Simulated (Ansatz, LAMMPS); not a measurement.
**Li+ triflate in diglyme and sulfolane, from a frame at 350 K (181 atoms): geometry optimisation**

Wanted: the relaxed structure of Li+ triflate in diglyme and sulfolane, from a frame at 350 K (181 atoms) and its electronic structure.

Method: Kohn-Sham DFT, PBE+D4, PAW (set soft_2), plane waves, in Ansatz 0.2.0.

This is a report of a sequence of runs, with most program output left out.

**1. Set-up**

The cell holds 181 atoms: 42 C, 31 O, 86 H, 6 S, 12 F and 4 Li. Its edges and angles: a = 12.722 Å, b = 12.722 Å, c = 12.722 Å, α = 90.0°, β = 90.0°, γ = 90.0°. 5 diglyme, 2 sulfolane, 4 Li+, 4 triflate placed at random, at 1.24 g/cm³; overlaps pushed apart, then 10 ps at 550 K with Joung-Cheatham ions (J. Phys. Chem. B 112, 9020 (2008)); MMFF94 bonds, angles, torsions, charges and radii (Halgren, J. Comput. Chem. 17, 490 (1996)) in harmonic and 12-6 forms; charges of ions scaled by 0.8. Snapshot after 30 ps at 350 K and fixed volume.

Before any run, some limits are plain. The network of contacts between molecules at the start is that of the classical potential that made the cell. The density was typed from a rule of thumb and may lie off the real one at this temperature. The Brillouin zone is sampled at Γ only, in a cell whose shortest periodic width is 13 Å.

**2. How the cell was made**

A classical potential makes the cell, at a small fraction of what the same run would cost in DFT.

This step: classical MD, Joung-Cheatham ions (J. Phys. Chem. B 112, 9020 (2008)); MMFF94 bonds, angles, torsions, charges and radii (Halgren, J. Comput. Chem. 17, 490 (1996)) in harmonic and 12-6 forms; charges of ions scaled by 0.8 (LAMMPS 22 Jul 2025 - Update 4).

The input, in.lmp:

```
# Li+ triflate in diglyme and sulfolane
units real
atom_style full
boundary p p p
bond_style harmonic
angle_style harmonic
dihedral_style opls
improper_style harmonic
special_bonds lj 0 0 0.5 coul 0 0 0.75
read_data data.lmp
neigh_modify delay 0 every 1 check yes one 4000
comm_modify cutoff 12.0
timestep 0.5
thermo_style custom step time temp pe press density
thermo_modify norm yes
# push overlapping molecules apart
pair_style soft 2.6
pair_coeff * * 0.0
variable a equal ramp(1,60)
fix ad all adapt 1 pair soft a * * v_a
velocity all create 550 217751 mom yes dist gaussian
fix lim all nve/limit 0.03
fix lan all langevin 550 550 50 217752 zero yes
thermo 1000
run 3000 post no
unfix ad
pair_style lj/cut/coul/long 9.0
pair_modify mix arithmetic tail yes
pair_coeff 1 1 0.0678 3.3680   # C
pair_coeff 2 2 0.0763 3.0430   # O
pair_coeff 3 3 0.0216 2.5400   # H
pair_coeff 4 4 0.0763 3.0960   # O
pair_coeff 5 5 0.2681 3.4180   # S
pair_coeff 6 6 0.0801 2.5590   # F
# [... 19 lines left out ...]
compute msd all msd com yes
thermo 7500
fix md all nvt temp 350 350 100
run 30000 post no
print "== T350: mean square displacement over the hold $(c_msd[4]:%.2f) A^2"
unfix md
uncompute msd
write_dump all custom T350.dump id type xs ys zs modify sort id
```

The run is started by

```
lmp -in in.lmp -log none -nocite
```

Run time: 2.5 min. Hardware: 1 thread of Intel Xeon at 2.80GHz (Skylake/Cascade Lake), shared host; peak memory 0.6 GiB.

The input also reads data.lmp (atoms, bonds and types; not printed here).

**3. Single point at the start**

A single point comes first, to see the forces before anything moves.

The input, input.yaml:

```yaml
crystal:
  lattice:
    - [12.72232, 0.0, 0.0]
    - [0.0, 12.72232, 0.0]
    - [0.0, 0.0, 12.72232]
  atoms:
    - { symbol: C, position: [0.86578, 0.24531, 0.68747] }
    - { symbol: O, position: [0.77366, 0.18248, 0.66327] }
    - { symbol: C, position: [0.77884, 0.07759, 0.69741] }
    - { symbol: C, position: [0.66467, 0.03437, 0.67734] }
    - { symbol: O, position: [0.65735, 0.98944, 0.57058] }
    - { symbol: C, position: [0.66078, 0.07293, 0.49459] }
    - { symbol: C, position: [0.5672, 0.14505, 0.5043] }
    - { symbol: O, position: [0.56013, 0.20193, 0.41046] }
    - { symbol: C, position: [0.62601, 0.28891, 0.40844] }
    - { symbol: H, position: [0.87548, 0.25724, 0.7715] }
    - { symbol: H, position: [0.93071, 0.19894, 0.65237] }
    - { symbol: H, position: [0.85044, 0.32722, 0.6559] }
    - { symbol: H, position: [0.83603, 0.02766, 0.66024] }
    - { symbol: H, position: [0.8049, 0.0797, 0.78025] }
    - { symbol: H, position: [0.65432, 0.97258, 0.73679] }
    - { symbol: H, position: [0.60987, 0.09433, 0.68904] }
    - { symbol: H, position: [0.73492, 0.11624, 0.501] }
    - { symbol: H, position: [0.66292, 0.03315, 0.41365] }
    - { symbol: H, position: [0.576, 0.19853, 0.57512] }
    - { symbol: H, position: [0.50051, 0.09378, 0.51468] }
    - { symbol: H, position: [0.58284, 0.34734, 0.36563] }
    - { symbol: H, position: [0.64411, 0.31425, 0.48452] }
    - { symbol: H, position: [0.69282, 0.25691, 0.37164] }
    - { symbol: C, position: [0.9218, 0.29761, 0.43436] }
    - { symbol: O, position: [0.93874, 0.40355, 0.39664] }
    - { symbol: C, position: [0.03743, 0.42, 0.34617] }
    - { symbol: C, position: [0.04484, 0.52827, 0.31315] }
    - { symbol: O, position: [0.15266, 0.55325, 0.2906] }
    - { symbol: C, position: [0.17051, 0.54901, 0.17977] }
    - { symbol: C, position: [0.28919, 0.52562, 0.16169] }
    - { symbol: O, position: [0.34682, 0.60151, 0.21482] }
    - { symbol: C, position: [0.45594, 0.5688, 0.2278] }
    [... 143 atom lines left out ...]
    - { symbol: F, position: [0.42729, 0.66358, 0.89265] }
    - { symbol: F, position: [0.59741, 0.70808, 0.90223] }
    - { symbol: Li, position: [0.97684, 0.79499, 0.98832] }
    - { symbol: Li, position: [0.56682, 0.02291, 0.94723] }
    - { symbol: Li, position: [0.56698, 0.8566, 0.54894] }
    - { symbol: Li, position: [0.25331, 0.68896, 0.31941] }
kpoints:
  mp_grid: { grid: [1, 1, 1] }
hamiltonian:
  xc: pbe
  dispersion: d4
scf:
  occupations: { method: gaussian, width: 0.05 }
output:
  forces: true
  stress: true
  populations: intrinsic
  dos:
    method: { smearing: { sigma: 0.15 } }
    de: 0.1
    projected: { site_lists: { C: [C], F: [F], H: [H], Li: [Li], O: [O] } }
  eigenvalues: true
```

The run is started by

```
ansatz run input.yaml --threads 4 --pin off --max-ram 8192MiB --backend cpu --events-out ev --progress --plain --runs-dir out
```

Elapsed: 50 s, on 4 threads of Arm Neoverse V1, shared host; peak memory 2.9 GiB.

Read from the output:

```yaml
free_energy: -45420.7742 eV
free_energy_per_atom: -250.9435 eV/atom
scf_cycles: 11
pressure: 1.149 GPa
r_m_s_force_component: 0.9458 eV/Å
longest_force: 4.919 eV/Å
fermi_energy: 1.905 eV
spacing_of_highest_filled_and_lowest_empty_level: 4.222 eV
```

The r.m.s. force component of 0.95 eV/Å and the pressure of 1.1 GPa set the starting point.

Neighbours are counted within 1.34 Å (H-C), 1.85 Å (C-C), 1.73 Å (C-O), 1.62 Å (C-F), 2.21 Å (C-S), 1.88 Å (O-S), 2.58 Å (O-Li).

Length of the force by element and coordination:

```csv
element,coordination,atoms,mean length of the force (eV/Å),spread,least,most
C,all,42,1.94,0.803,0.546,3.81
F,all,12,1.26,0.426,0.395,2.06
H,all,86,1.07,0.553,0.177,2.73
Li,all,4,0.480,0.141,0.259,0.623
Li,3,1,0.458,0,0.458,0.458
Li,4,2,0.601,0.0227,0.578,0.623
Li,5,1,0.259,0,0.259,0.259
O,all,31,1.32,0.517,0.412,2.64
O,1,6,1.22,0.396,0.617,1.87
O,2,19,1.36,0.548,0.412,2.64
O,3,6,1.30,0.507,0.666,2.09
S,all,6,3.75,1.11,1.90,4.92
```

**4. Relaxation**

The atoms are relaxed in the fixed cell, aiming at the force tolerance of the input.

input.yaml, the sections that differ from step 3:

```yaml
output:
  forces: true
relax:
  f_tol: 0.05
  max_steps: 200
# crystal, kpoints, hamiltonian, scf: as in step 3
```

Wall time 11 min (4 threads); peak memory 2.9 GiB.

Step by step (22 of 31):

```csv
step,energy less that of the first step (eV),largest force component (eV/Å)
1,0.0000,4.8359
2,-6.0852,2.3390
4,-7.8719,0.3808
5,-8.0887,0.2868
7,-8.2861,0.2045
8,-8.3560,0.1843
10,-8.4471,0.2185
11,-8.4801,0.2723
12,-8.5077,0.3843
14,-8.5618,0.3369
15,-8.5895,0.2516
17,-8.6237,0.2677
18,-8.6392,0.3681
20,-8.6613,0.3171
21,-8.6699,0.2118
22,-8.6771,0.1777
24,-8.6848,0.1182
25,-8.6889,0.0448
27,-8.6929,0.0733
28,-8.6946,0.0782
30,-8.6980,0.0442
31,-8.6980,0.0442
```

The atoms that moved most (Å):

```csv
atom,dx,dy,dz,length
H140,1.069,1.058,0.998,1.805
H57,-1.633,-0.663,0.072,1.764
H23,0.172,0.861,1.445,1.691
H141,-0.402,1.178,1.131,1.682
H81,1.095,0.402,-1.104,1.606
F153,1.550,0.297,-0.263,1.600
H142,-0.559,0.952,0.999,1.489
H79,0.442,-0.415,-1.350,1.480
```

The relaxation changed the energy by -48.1 meV/atom, and atoms moved by 0.83 Å r.m.s., 1.8 Å at most.

**5. Structure statistics after relaxation**

Bonds before and after, by the cutoffs listed below:

```csv
pair,bonds before,bonds after,mean before (Å),mean after (Å),spread before (Å),spread after (Å)
H-C,86,86,1.092,1.101,0.031,0.004
C-C,16,16,1.525,1.524,0.033,0.011
C-O,30,30,1.434,1.428,0.026,0.008
C-F,12,12,1.366,1.349,0.020,0.004
C-S,8,8,1.817,1.842,0.044,0.033
O-S,16,16,1.461,1.465,0.019,0.009
```

Density 1.24 g/cm³, 11.38 Å³ an atom.

Pair distribution functions g(r), in bins of 0.2 Å:

```csv
r (Å),total,H-H,H-C,H-O,H-F,H-S,H-Li
1.00,1.60,0.00,7.25,0.00,0.00,0.00,0.00
1.20,1.94,0.00,8.80,0.00,0.00,0.00,0.00
1.40,1.44,0.00,0.00,0.00,0.00,0.00,0.00
1.60,0.34,0.00,0.00,0.00,0.00,0.00,0.00
1.80,1.09,4.06,0.00,0.00,0.00,0.00,0.00
2.00,0.90,0.00,0.00,4.69,0.00,0.00,0.00
2.20,0.94,0.35,3.08,0.34,0.00,0.00,0.00
2.40,1.12,1.82,0.11,0.90,0.39,2.27,0.00
2.60,1.15,1.29,1.42,1.48,0.47,0.00,0.33
2.80,0.66,0.82,0.60,1.28,1.03,0.00,1.19
3.00,0.87,1.59,0.43,0.55,0.36,0.72,1.31
3.20,0.75,0.72,0.92,0.54,0.70,0.79,0.94
3.40,0.90,0.65,1.07,1.07,1.03,1.24,1.66
3.60,0.90,1.06,1.04,0.50,0.91,1.46,1.31
3.80,0.93,0.89,0.97,0.77,0.77,1.33,0.66
4.00,1.08,1.33,1.43,0.84,0.94,0.50,2.08
4.20,0.96,1.10,0.99,1.13,0.68,0.54,0.94
4.40,1.06,1.27,1.00,0.97,0.74,0.25,0.73
4.60,1.06,1.06,0.90,0.97,0.94,1.12,0.90
4.80,1.00,0.91,1.01,1.23,1.00,0.83,0.31
5.00,1.12,0.97,1.21,1.24,1.15,1.45,1.15
5.20,1.01,0.99,1.00,0.94,1.17,1.35,0.88
5.40,1.02,0.90,0.96,1.12,0.84,1.30,0.49
5.60,1.06,1.02,1.07,0.95,0.96,1.17,0.61
5.80,1.02,1.07,0.95,1.03,1.11,0.99,1.27
6.00,1.06,1.04,1.08,0.98,1.13,1.20,1.06
6.20,1.00,0.89,1.03,0.99,1.04,1.27,0.92
```

Bonds by pair of elements; cutoffs follow the first minimum of g(r), held within bounds set by covalent radii, and pairs that aren't listed don't count as bonded:

```csv
pair A-B,cutoff (Å),bonds,mean length (Å),spread (Å),shortest (Å),B about A,A about B
H-C,1.34,86,1.10,0.004,1.09,1,2.05
C-C,1.85,16,1.52,0.011,1.51,0.762,0.762
C-O,1.73,30,1.43,0.008,1.42,0.714,0.968
C-F,1.62,12,1.35,0.004,1.34,0.286,1
C-S,2.21,8,1.84,0.033,1.79,0.19,1.33
O-S,1.88,16,1.47,0.009,1.45,0.516,2.67
O-Li,2.27,15,1.97,0.07,1.86,0.484,3.75
```

The cutoff for O-Li falls short of the minimum of g(r), so counts run low and odd coordinations can be artefacts.

How many atoms have how many bonded neighbours:

```csv
element,mean,1,2,3,4
C,4,0,0,0,42
F,1,12,0,0,0
H,1,86,0,0,0
Li,3.75,0,0,1,3
O,1.97,6,20,5,0
S,4,0,0,0,6
```

Bond angles, per cent of each kind in bins of 5°:

```csv
angle (°),H-C-O,C-C-H,H-C-H,O-Li-O,C-C-O
90–95,0.0,0.0,0.0,4.8,0.0
95–100,0.0,0.0,0.0,14.3,0.0
100–105,1.4,0.0,0.0,19.0,0.0
105–110,37.1,46.9,89.7,19.0,60.0
110–115,61.4,50.0,10.3,9.5,25.0
115–120,0.0,3.1,0.0,14.3,15.0
120–125,0.0,0.0,0.0,9.5,0.0
125–130,0.0,0.0,0.0,4.8,0.0
130–135,0.0,0.0,0.0,4.8,0.0
```

Bond angles (no mean is given where the spread exceeds 20°):

```csv
angle,count,mean (°),spread (°)
H-C-O,70,110,1.8
C-C-H,64,110,1.7
H-C-H,58,109,0.9
O-Li-O,21,110,10.7
C-C-O,20,110,2.7
```

Bond length by coordination (bonds to H left out):

```csv
element,coordination,atoms,mean bond length (Å)
Li,3,1,1.87
Li,4,3,1.99
O,1,6,1.46
O,2,20,1.56
O,3,5,1.64
```

Rings of the network by King's shortest-path rule, up to 12 atoms, one path for each pair of neighbours; H, halogens, alkali and alkaline-earth atoms are left out, and the last column divides by all other atoms, bonded or not:

```csv
ring size (atoms),rings,per network atom
5,2,0.025
```

For some of the pairs, g(r) has its first main peak near 1.8 Å (H-H), 1.1 Å (H-C), 2.1 Å (H-O) and 2.4 Å (H-S). The H-C-O angle averages 110° with a spread of 1.8°. All rings counted have 5 atoms.

**6. Single point at the relaxed geometry**

The electronic structure is read at the final geometry, in a run of its own.

The input, input.yaml:

```yaml
crystal:
  lattice:
    - [12.72232, 0.0, 0.0]
    - [0.0, 12.72232, 0.0]
    - [0.0, 0.0, 12.72232]
  atoms:
    - { symbol: C, position: [0.86641, 0.26098, 0.70404] }
    - { symbol: O, position: [0.78181, 0.2038, 0.65799] }
    - { symbol: C, position: [0.78179, 0.09689, 0.69052] }
    - { symbol: C, position: [0.67884, 0.04349, 0.66334] }
    - { symbol: O, position: [0.66926, 0.00448, 0.55724] }
    - { symbol: C, position: [0.678, 0.08258, 0.47553] }
    - { symbol: C, position: [0.58526, 0.15899, 0.47194] }
    - { symbol: O, position: [0.6036, 0.23501, 0.39106] }
    - { symbol: C, position: [0.6401, 0.33346, 0.43003] }
    - { symbol: H, position: [0.85957, 0.26248, 0.79038] }
    - { symbol: H, position: [0.94332, 0.22636, 0.68378] }
    - { symbol: H, position: [0.86242, 0.34172, 0.67451] }
    - { symbol: H, position: [0.84889, 0.05399, 0.65519] }
    - { symbol: H, position: [0.79153, 0.09275, 0.77688] }
    - { symbol: H, position: [0.67045, 0.97314, 0.71231] }
    - { symbol: H, position: [0.61303, 0.09639, 0.68236] }
    - { symbol: H, position: [0.75191, 0.12639, 0.4847] }
    - { symbol: H, position: [0.6812, 0.03794, 0.40174] }
    - { symbol: H, position: [0.57351, 0.19811, 0.54814] }
    - { symbol: H, position: [0.51282, 0.11637, 0.45277] }
    - { symbol: H, position: [0.66636, 0.37972, 0.36201] }
    - { symbol: H, position: [0.57674, 0.37659, 0.47082] }
    - { symbol: H, position: [0.70631, 0.32462, 0.48525] }
    - { symbol: C, position: [0.93928, 0.27895, 0.43579] }
    - { symbol: O, position: [0.94359, 0.38319, 0.39667] }
    - { symbol: C, position: [0.04434, 0.40526, 0.35398] }
    - { symbol: C, position: [0.04888, 0.5207, 0.32251] }
    - { symbol: O, position: [0.1508, 0.54455, 0.28204] }
    - { symbol: C, position: [0.1625, 0.52253, 0.17205] }
    - { symbol: C, position: [0.2787, 0.51394, 0.15091] }
    - { symbol: O, position: [0.32881, 0.60614, 0.19144] }
    - { symbol: C, position: [0.43931, 0.60472, 0.17104] }
    [... 143 atom lines left out ...]
    - { symbol: F, position: [0.44388, 0.66003, 0.796] }
    - { symbol: F, position: [0.58785, 0.72935, 0.85977] }
    - { symbol: Li, position: [0.98254, 0.74709, 0.01165] }
    - { symbol: Li, position: [0.59576, 0.99515, 0.94272] }
    - { symbol: Li, position: [0.57423, 0.87794, 0.53571] }
    - { symbol: Li, position: [0.26237, 0.68441, 0.31791] }
kpoints:
  mp_grid: { grid: [1, 1, 1] }
hamiltonian:
  xc: pbe
  dispersion: d4
scf:
  occupations: { method: gaussian, width: 0.05 }
output:
  forces: true
  stress: true
  populations: intrinsic
  dos:
    method: { smearing: { sigma: 0.15 } }
    de: 0.1
    projected: { site_lists: { C: [C], F: [F], H: [H], Li: [Li], O: [O] } }
  eigenvalues: true
  write_density: true
  write_potential: true
  volumetric_format: npy
  elf: true
```

Elapsed: 55 s, on 4 threads; peak memory 2.9 GiB; 3.6 min of CPU time.

The program notes that the exchange-correlation potential is rough where the density is thin.

Numbers from this run:

```
free energy                                      : -45429.4722 eV
free energy per atom                             : -250.9916 eV/atom
SCF cycles                                       : 11
pressure                                         : -0.212 GPa
r.m.s. force component                           : 0.00637 eV/Å
longest force                                    : 0.05528 eV/Å
Fermi energy                                     : 1.973 eV
gap (highest filled to lowest empty level) : 4.419 eV
```

Intrinsic-atomic-orbital charges by element:

```csv
element,coordination,atoms,mean charge (e),spread,least,most
C,all,42,-0.158,0.27,-0.555,0.574
F,all,12,-0.267,0.0077,-0.280,-0.256
H,all,86,0.173,0.0217,0.133,0.227
Li,all,4,0.760,0.0148,0.743,0.779
O,all,31,-0.677,0.265,-0.977,-0.381
S,all,6,2.16,0.106,2.00,2.24
```

(Continued in part 2 of 2.)

[Logs are printed without paths, hosts, clocks, repeated set-up lines and the standing remarks that a program may print on its own settings, such as how far it seeks lower states.]

[Hosts, paths, dates, database ids (printed as entryN), source tags and the programs' standing remarks are cut or masked in the printed files.]

[The MMFF94 radii named for the starting cell were scaled by 0.96; in molecules described by MMFF94, hydrogen bound to N, O or S took a small fixed 12-6 site in their place.]
